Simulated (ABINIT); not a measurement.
# ZrSe3 (P2_1/m): a self-consistent loop beyond G0W0, cycle by cycle

How far does self-consistency move the gap of ZrSe3 (P2_1/m)?

Method: PBEsol and many-body steps on it, plane waves, in ABINIT 10.8.3.

### 1. The starting structure

The structure is monoclinic, space group P2_1/m (No. 11). Conventional cell: a = 5.411 Å, b = 3.749 Å, c = 9.444 Å, α = 90.00°, β = 97.48°, γ = 90.00°. Nearest to Zr lie 8 Se at 2.72 to 2.87 Å. Nearest to Se lie 4 Zr at 2.72 to 2.87 Å. Nearest to Se lie 1 Se at 2.34 Å and 2 Zr at 2.73 Å. Nearest to Se lie 1 Se at 2.34 Å and 2 Zr at 2.74 Å. Farther neighbours and most contacts between anions are not listed.

The cell and positions come from the Crystallography Open Database and are kept as given unless a step says otherwise.

### 2. Empty states on the mesh, 2×4×1 mesh, 205 bands

This step: ABINIT 10.8.3; DFT, PBEsol, plane waves, norm-conserving pseudopotentials.

The sums over transitions need many empty states on a uniform mesh; this step solves for them.

run.abi reads:

```
acell 3*1.0 Angstrom
rprim 
  5.410900000000 -0.000000000000 -0.000000000000
  -0.000000000000 3.748800000000 0.000000000000
  -1.229420909100 0.000000000000 9.363634990100
ntypat 2
znucl 40 34
natom 8
typat 1 1 2 2 2 2 2 2
xred 
  0.285000000000 0.250000000000 0.656000000000
  0.715000000000 0.750000000000 0.344000000000
  0.762000000000 0.250000000000 0.554000000000
  0.238000000000 0.750000000000 0.446000000000
  0.456000000000 0.250000000000 0.174000000000
  0.544000000000 0.750000000000 0.826000000000
  0.888000000000 0.250000000000 0.169000000000
  0.112000000000 0.750000000000 0.831000000000
pp_dirpath "pseudos"
pseudos "Zr.upf, Se.upf"
ecut 48
ngkpt 2 4 1
nshiftk 1
shiftk 0 0 0
kptopt 1
chksymbreak 0
iscf -2
irdden 1
istwfk *1
nband 205
nbdbuf 18
tolwfr 1e-09
nstep 60
prtvol 0
indata_prefix "in"
outdata_prefix "out"
tmpdata_prefix "tmp"
```

Run with:

```
$ OMP_NUM_THREADS=1 mpirun -n 4 abinit run.abi > log
```

Numbers of over 12 decimals in the logs are rounded to 6 here.

Output:

```text
.Version 10.8.3 of ABINIT. v10.8.2 released Aug 2026.

 Symmetries : space group P2_1/m (# 11); Bravais mP (primitive monocl.)
[... echo of the input left out ...]
== DATASET  1 ==================================================================
-   mpi_nproc: 4, omp_nthreads: 1 (-1 if OMP is not activated)

--- !DatasetInfo
iteration_state: {dtset: 1, }
dimensions: {natom: 8, nkpt: 6, mband: 205, nsppol: 1, nspinor: 1, nspden: 1, mpw: 20400, }
cutoff_energies: {ecut:  48.0, pawecutdg:  -1.0, }
[...]
1.40970    1.41324    1.42684    1.42996    1.43920    1.43979    1.45022    1.45119
   1.45370    1.46599    1.46736    1.46912    1.48440    1.50497    1.51639    1.51838
   1.52190    1.54139    1.54583    1.54742    1.55571
 prteigrs : prtvol=0 or 1, do not print more k-points.

== END DATASET(S) ==============================================================
================================================================================

 -outvars: echo values of variables after computation  --------
            nband         205
             nkpt           6
          spgroup          11
 [... the other variables as echoed above ...]

 Calculation completed.
```

It took 5.6 min on 4 MPI ranks of Arm Neoverse V2, shared host; peak memory 0.83 GiB.

This step gave:

```yaml
gap: 0.3157 eV
k_of_the_valence_top: 0, 0, 0
k_of_the_conduction_bottom: 0.5, 0, 0
least_direct_gap: 0.6242 eV
k_points_computed: 6
lowest_point_of_the_top_converged_band_above_the_valence_top: 30.72 eV
```

On this mesh the gap is 0.316 eV.

The density comes from a self-consistent run that is not shown.

### 3. Screening, 2×4×1 mesh, 187 bands, screening to 89.8 eV

The RPA dielectric matrix is built and inverted for each q.

This step: RPA screening on PBEsol, plane waves, norm-conserving pseudopotentials.

Changes to run.abi since step 2:

```diff
@@ -26,10 +26,11 @@
 chksymbreak 0
-iscf -2
-irdden 1
 istwfk *1
-nband 205
-nbdbuf 18
-tolwfr 1e-09
-nstep 60
-prtvol 0
+occopt 1
+irdwfk 1
+optdriver 3
+nband 187
+ecuteps 3.3
+inclvkb 2
+awtr 1
+symchi 1
 indata_prefix "in"
```

Output:

```text
.Version 10.8.3 of ABINIT. v10.8.2 released Aug 2026.

 Symmetries : space group P2_1/m (# 11); Bravais mP (primitive monocl.)
[... echo of the input left out ...]
== DATASET  1 ==================================================================
-   mpi_nproc: 4, omp_nthreads: 1 (-1 if OMP is not activated)

--- !DatasetInfo
iteration_state: {dtset: 1, }
dimensions: {natom: 8, nkpt: 6, mband: 187, nsppol: 1, nspinor: 1, nspden: 1, mpw: 20400, }
cutoff_energies: {ecut:  48.0, pawecutdg:  -1.0, }
electrons: {nelect:   1.68000000E+02, charge:   0.00000000E+00, occopt:   1.00000000E+00, tsmear:   1.00000000E-02, }

 SCREENING: Calculation of the susceptibility and dielectric matrices

 Based on a program developped by R.W. Godby, V. Olevano, G. Onida, and L. Reining.
 Incorporated in ABINIT by V. Olevano, G.-M. Rignanese, and M. Torrent.
.Using double precision arithmetic ; gwpc =  8

[... cell and pseudopotentials left out ...]
--------------------------------------------------------------------------------

 ==== K-mesh for the wavefunctions ====
 Number of points in the irreducible wedge :     6
[... list of points left out ...]
 Together with  4 symmetry operations and time-reversal symmetry
 yields     8 points in the full Brillouin Zone.

 ==== Q-mesh for the screening function ====
 Number of points in the irreducible wedge :     6
[... list of points left out ...]
 Together with  4 symmetry operations and time-reversal symmetry
 yields     8 points in the full Brillouin Zone.

 setmesh: FFT mesh size selected  =    45x   30x   72
          total number of points  =        97200

 vcoul_init : cutoff-mode = AUXILIARY_FUNCTION
 q-points for optical limit:   1
     1)      0.000010    0.000020    0.000030

- screening: taking advantage of time-reversal symmetry
- Maximum band index for partially occupied states nbvw = 84
- Remaining bands to be divided among processors   nbcw = 103
- Number of bands treated by each node ~25

 Number of electrons calculated from density =  168.0000; Expected =  168.0000
 average of density, n =  0.131071
 r_s =    1.2212
 omega_plasma =   34.9228 [eV]

 calculating chi0 at frequencies [eV] :
  1    0.000000E+00    0.000000E+00
  2    0.000000E+00    3.492278E+01

--------------------------------------------------------------------------------
  q-point number  1        q = ( 0.000000, 0.000000, 0.000000) [r.l.u.]
--------------------------------------------------------------------------------
[... chi0 elements left out ...]
 For q-point:  0.000010 0.000020 0.000030
  dielectric constant =  16.4049
  dielectric constant without local fields =  19.0174

  Average fulfillment of the sum rule on Im[epsilon] for q-point    1 :     28.26  [%]
[... wings left out ...]
  q-point number  2        q = ( 0.500000, 0.000000, 0.000000) [r.l.u.]
--------------------------------------------------------------------------------
[... chi0 elements left out ...]
  Average fulfillment of the sum rule on Im[epsilon] for q-point    2 :     30.06  [%]

 [... 4 further q-points ...]
```

It took 6.6 min on 4 MPI ranks; peak memory 5.7 GiB; 26 min of CPU time.

Numbers from this step:

| Item | Value |
| --- | --- |
| ε∞ with local fields, on this mesh, along the program's q direction | 16.40 |
| the same without local fields | 19.02 |
| plasma frequency | 34.92 eV |
| plane waves in the screening matrix | 357 |

Local fields lower ε∞ by 14 %. On a Γ-centred mesh this coarse the value itself is usually too large, while a short band sum pulls it down.

### 4. G0W0

The self-energy is evaluated for the states that the input lists, and the levels follow from it, in one-shot runs by the linearised quasiparticle equation.

This step: G0W0 on PBEsol, plane waves, norm-conserving pseudopotentials.

Changes to run.abi since step 3:

```diff
@@ -29,8 +29,17 @@
 irdwfk 1
-optdriver 3
+optdriver 4
 nband 187
+gwcalctyp 0
+ecutsigx 48
+symsigma 1
+nkptgw 2
+kptgw 
+  0.0000000000 0.0000000000 0.0000000000
+  0.5000000000 0.0000000000 0.0000000000
+bdgw 
+  83 86
+  83 86
 ecuteps 3.3
-inclvkb 2
-awtr 1
-symchi 1
+irdscr 1
+ppmodel 1
 indata_prefix "in"
```

Output:

```text
.Version 10.8.3 of ABINIT. v10.8.2 released Aug 2026.

 Symmetries : space group P2_1/m (# 11); Bravais mP (primitive monocl.)
[... echo of the input left out ...]
== DATASET  1 ==================================================================
-   mpi_nproc: 4, omp_nthreads: 1 (-1 if OMP is not activated)

--- !DatasetInfo
iteration_state: {dtset: 1, }
dimensions: {natom: 8, nkpt: 6, mband: 187, nsppol: 1, nspinor: 1, nspden: 1, mpw: 20400, }
cutoff_energies: {ecut:  48.0, pawecutdg:  -1.0, }
electrons: {nelect:   1.68000000E+02, charge:   0.00000000E+00, occopt:   1.00000000E+00, tsmear:   1.00000000E-02, }

 SIGMA: Calculation of the GW corrections

 Based on a program developped by R.W. Godby, V. Olevano, G. Onida, and L. Reining.
 Incorporated in ABINIT by V. Olevano, G.-M. Rignanese, and M. Torrent.
.Using double precision arithmetic ; gwpc =  8

[... cell and pseudopotentials left out ...]
--------------------------------------------------------------------------------

 ==== K-mesh for the wavefunctions ====
 Number of points in the irreducible wedge :     6
[... list of points left out ...]
 Together with  4 symmetry operations and time-reversal symmetry
 yields     8 points in the full Brillouin Zone.

 ==== Q-mesh for screening function ====
 Number of points in the irreducible wedge :     6
[... list of points left out ...]
 Together with  4 symmetry operations and time-reversal symmetry
 yields     8 points in the full Brillouin Zone.

 vcoul_init : cutoff-mode = AUXILIARY_FUNCTION
 q-points for optical limit:   1
     1)      0.000010    0.000020    0.000030
 setmesh: FFT mesh size selected  =    72x   48x  120
          total number of points  =       414720

 Number of electrons calculated from density =  168.0000; Expected =  168.0000
 average of density, n =  0.131071
 r_s =    1.2212
 omega_plasma =   34.9228 [eV]

 === KS Band Gaps ===
  >>>> For spin  1
   Minimum direct gap =   0.6243 [eV], located at k-point      :   0.5000  0.0000  0.0000
   Fundamental gap    =   0.3158 [eV], Top of valence bands at :   0.0000  0.0000  0.0000
                                       Bottom of conduction at :   0.5000  0.0000  0.0000
 SIGMA fundamental parameters:
 PLASMON POLE MODEL  1
 number of plane-waves for SigmaX                20343
 number of plane-waves for SigmaC and W            357
 number of plane-waves for wavefunctions         20343
 number of bands                                   187
 number of independent spin polarizations            1
 number of spinorial components                      1
 number of k-points in IBZ                           6
 number of q-points in IBZ                           6
 number of symmetry operations                       4
 number of k-points in BZ                            8
 number of q-points in BZ                            8
 number of frequencies for dSigma/dE                 9
 frequency step for dSigma/dE [eV]                0.25
 number of omega for Sigma on real axis              0
 max omega for Sigma on real axis  [eV]           0.00
 zcut for avoiding poles [eV]                     0.10

 EPSILON^-1 parameters (SCR file):
 dimension of the eps^-1 matrix on file            357
 dimension of the eps^-1 matrix used               357
 number of plane-waves for wavefunctions         20343
 number of bands                                   187
 number of q-points in IBZ                           6
 number of frequencies                               2
 number of real frequencies                          1
 number of imag frequencies                          1

 matrix elements of self-energy operator (all in [eV])

 Perturbative Calculation

--- !SelfEnergy_ee
iteration_state: {dtset: 1, }
kpoint     : [   0.000,    0.000,    0.000, ]
spin       : 1
KS_gap     :    0.645
QP_gap     :    1.141
Delta_QP_KS:    0.496
data: !SigmaeeData |
     Band     E0 <VxcDFT>   SigX SigC(E0)      Z dSigC/dE  Sig(E)    E-E0       E
       83   6.381 -14.785 -16.238   1.981   0.796  -0.256 -14.364   0.420   6.802
       84   6.498 -15.013 -16.873   2.365   0.797  -0.255 -14.611   0.402   6.900
       85   7.143 -13.066  -8.340  -3.602   0.799  -0.251 -12.168   0.898   8.041
       86   7.524 -13.526  -8.092  -4.134   0.795  -0.258 -12.493   1.033   8.557

--- !SelfEnergy_ee
iteration_state: {dtset: 1, }
kpoint     : [   0.500,    0.000,    0.000, ]
spin       : 1
KS_gap     :    0.624
QP_gap     :    1.186
Delta_QP_KS:    0.562
data: !SigmaeeData |
     Band     E0 <VxcDFT>   SigX SigC(E0)      Z dSigC/dE  Sig(E)    E-E0       E
       83   6.118 -14.716 -16.651   2.341   0.796  -0.256 -14.393   0.323   6.442
       84   6.190 -14.775 -16.627   2.275   0.796  -0.256 -14.438   0.337   6.527
       85   6.814 -13.770  -9.977  -2.662   0.795  -0.258 -12.871   0.899   7.713
       86   7.154 -14.048 -10.040  -2.777   0.794  -0.259 -13.070   0.978   8.133

== END DATASET(S) ==============================================================
================================================================================

 -outvars: echo values of variables after computation  --------
           etotal      0.0000000000E+00
            nband         187
             nkpt           6
          spgroup          11
 [... the other variables as echoed above ...]

 Calculation completed.
```

The job ended after 23 s (4 MPI ranks; peak memory 4.5 GiB).

This step gave:

| Quantity | Value |
| --- | --- |
| G0W0 gap on the points computed | 0.8130 eV |
| starting gap on the mesh | 0.3157 eV |
| k of the valence top | 0, 0, 0 |
| k of the conduction bottom | 0.5, 0, 0 |
| Z at the valence top | 0.797 |
| Z at the conduction bottom | 0.795 |
| least direct G0W0 gap on the computed points | 1.141 eV |

The gap on the mesh goes from 0.32 eV to 0.81 eV, a correction of +0.50 eV.

### 5. evGW0, cycle 1

This step: evGW0 on PBEsol, plane waves, norm-conserving pseudopotentials.

Changes to run.abi since step 4:

```diff
@@ -31,6 +31,6 @@
 nband 187
-gwcalctyp 0
+gwcalctyp 10
 ecutsigx 48
 symsigma 1
-nkptgw 2
+nkptgw 6
 kptgw 
@@ -38,5 +38,13 @@
   0.5000000000 0.0000000000 0.0000000000
+  0.0000000000 0.2500000000 0.0000000000
+  0.5000000000 0.2500000000 0.0000000000
+  0.0000000000 0.5000000000 0.0000000000
+  0.5000000000 0.5000000000 0.0000000000
 bdgw 
-  83 86
-  83 86
+  69 92
+  69 92
+  69 92
+  69 92
+  69 92
+  69 92
 ecuteps 3.3
```

Output:

```text
.Version 10.8.3 of ABINIT. v10.8.2 released Aug 2026.

 Symmetries : space group P2_1/m (# 11); Bravais mP (primitive monocl.)
[... echo of the input left out ...]
== DATASET  1 ==================================================================
-   mpi_nproc: 4, omp_nthreads: 1 (-1 if OMP is not activated)

--- !DatasetInfo
iteration_state: {dtset: 1, }
dimensions: {natom: 8, nkpt: 6, mband: 187, nsppol: 1, nspinor: 1, nspden: 1, mpw: 20400, }
cutoff_energies: {ecut:  48.0, pawecutdg:  -1.0, }
electrons: {nelect:   1.68000000E+02, charge:   0.00000000E+00, occopt:   1.00000000E+00, tsmear:   1.00000000E-02, }

 SIGMA: Calculation of the GW corrections

 Based on a program developped by R.W. Godby, V. Olevano, G. Onida, and L. Reining.
 Incorporated in ABINIT by V. Olevano, G.-M. Rignanese, and M. Torrent.
.Using double precision arithmetic ; gwpc =  8

[... cell and pseudopotentials left out ...]
--------------------------------------------------------------------------------

 ==== K-mesh for the wavefunctions ====
 Number of points in the irreducible wedge :     6
[... list of points left out ...]
 Together with  4 symmetry operations and time-reversal symmetry
 yields     8 points in the full Brillouin Zone.

 ==== Q-mesh for screening function ====
 Number of points in the irreducible wedge :     6
[... list of points left out ...]
 Together with  4 symmetry operations and time-reversal symmetry
 yields     8 points in the full Brillouin Zone.

 vcoul_init : cutoff-mode = AUXILIARY_FUNCTION
 q-points for optical limit:   1
     1)      0.000010    0.000020    0.000030
 setmesh: FFT mesh size selected  =    72x   48x  120
          total number of points  =       414720

 Number of electrons calculated from density =  168.0000; Expected =  168.0000
[...]
KS_gap     :    3.566
QP_gap     :    4.459
Delta_QP_KS:    0.893
data: !SigmaeeData |
     Band     E_DFT   <VxcDFT>   E(N-1)  <Hhartree>   SigX  SigC[E(N-1)]    Z     dSigC/dE  Sig[E(N)]  DeltaE  E(N)_pert E(N)_diago
[...]
--- !SelfEnergy_ee
iteration_state: {dtset: 1, }
kpoint     : [   0.500,    0.500,    0.000, ]
spin       : 1
KS_gap     :    1.894
QP_gap     :    2.684
Delta_QP_KS:    0.789
data: !SigmaeeData |
     Band     E_DFT   <VxcDFT>   E(N-1)  <Hhartree>   SigX  SigC[E(N-1)]    Z     dSigC/dE  Sig[E(N)]  DeltaE  E(N)_pert E(N)_diago
[...]
91     9.759   -14.260     9.759    24.019    -8.869    -3.985     0.795    -0.257   -13.142     1.118    10.877    11.165
       92     9.759   -14.260     9.759    24.019    -8.869    -3.985     0.795    -0.257   -13.142     1.118    10.877    11.165

 New Fermi energy :        2.746605E-01 Ha ,    7.473894E+00 eV

 === QP Band Gaps ===
  >>>> For spin  1
   Minimum direct gap =   1.2638 [eV], located at k-point      :   0.0000  0.0000  0.0000
   Fundamental gap    =   0.9425 [eV], Top of valence bands at :   0.0000  0.0000  0.0000
                                       Bottom of conduction at :   0.5000  0.0000  0.0000

 writing QP data on file : out_QPS

 Convergence of QP corrections
 >>>>> For spin  1 <<<<<
.  kptgw no:  1; Maximum DeltaE = (   0.000   0.000) for band index: 20
.  kptgw no:  2; Maximum DeltaE = (   0.000   0.000) for band index: 24
.  kptgw no:  3; Maximum DeltaE = (  -0.024   0.001) for band index: 24
.  kptgw no:  4; Maximum DeltaE = (   0.156  -0.001) for band index: 24
.  kptgw no:  5; Maximum DeltaE = (   1.190  -0.000) for band index: 19
.  kptgw no:  6; Maximum DeltaE = (  -0.048  -0.001) for band index: 22

== END DATASET(S) ==============================================================
================================================================================

 -outvars: echo values of variables after computation  --------
           etotal      0.0000000000E+00
            nband         187
             nkpt           6
          spgroup          11
 [... the other variables as echoed above ...]

 Calculation completed.
```

Run time: 5.9 min. Hardware: 4 MPI ranks; peak memory 8.1 GiB.

Numbers from this step:

```
quasiparticle gap on the mesh                         : 0.9420 eV
gap of the density functional on the mesh             : 0.3157 eV
k of the valence top                                  : 0, 0, 0
k of the conduction bottom                            : 0.5, 0, 0
Z at the valence top                                  : 0.797
Z at the conduction bottom                            : 0.795
least direct quasiparticle gap on the computed points : 1.263 eV
```

Against G0W0 in ABINIT (2×4×1 mesh, 187 bands, screening to 89.8 eV, Godby-Needs plasmon pole), the gap moves by +0.129 eV. This first cycle still uses the starting levels; it takes the full correction, at all points of the mesh, and its linearised value is 0.813 eV.

### 6. evGW0, cycle 2

The corrected levels of the last cycle go back in.

Changes to run.abi since step 5:

```diff
@@ -52,2 +52,3 @@
 ppmodel 1
+irdqps 1
 indata_prefix "in"
```

Output:

```text
.Version 10.8.3 of ABINIT. v10.8.2 released Aug 2026.

 Symmetries : space group P2_1/m (# 11); Bravais mP (primitive monocl.)
[... echo of the input left out ...]
== DATASET  1 ==================================================================
-   mpi_nproc: 4, omp_nthreads: 1 (-1 if OMP is not activated)

--- !DatasetInfo
iteration_state: {dtset: 1, }
dimensions: {natom: 8, nkpt: 6, mband: 187, nsppol: 1, nspinor: 1, nspden: 1, mpw: 20400, }
cutoff_energies: {ecut:  48.0, pawecutdg:  -1.0, }
[...]
.  kptgw no:  4; Maximum DeltaE = (   0.003  -0.001) for band index: 24
.  kptgw no:  5; Maximum DeltaE = (   0.049   0.004) for band index: 24
.  kptgw no:  6; Maximum DeltaE = (   0.028  -0.000) for band index: 23

== END DATASET(S) ==============================================================
================================================================================

 -outvars: echo values of variables after computation  --------
           etotal      0.0000000000E+00
            nband         187
             nkpt           6
          spgroup          11
 [... the other variables as echoed above ...]

 Calculation completed.
```

It took 6 min on 4 MPI ranks; peak memory 8.1 GiB.

This step gave:

```
quasiparticle gap on the mesh                         : 0.875 eV
gap of the density functional on the mesh             : 0.3157 eV
k of the valence top                                  : 0, 0, 0
k of the conduction bottom                            : 0.5, 0, 0
least direct quasiparticle gap on the computed points : 1.236 eV
```

Against the cycle before, the gap moves by −0.067 eV.

(Part 1 of 2 ends here.)

[Paths, hosts, dates, memory and timing lines, banners, echoed tables and standing remarks are left out of the program output.]

[Logs are printed without paths, hosts, clocks, repeated set-up lines and the standing remarks that a program may print on its own settings, such as how far it seeks lower states.]

[Runs of the session that timed out or met a known fault of the program may be left out.]

[Hosts, paths, dates, database ids (printed as entryN), source tags and the programs' standing remarks are cut or masked in the printed files.]

[G0W0 gaps are taken among the corrected bands and points alone; a level outside them can change the order at an edge.]

[Where Ansatz stands beside ABINIT at settings called matched, ABINIT's density can come from a denser mesh and the files from another edition; pairs whose starting gaps differed by over 0.03 eV were left out, so agreement reads better than it is.]
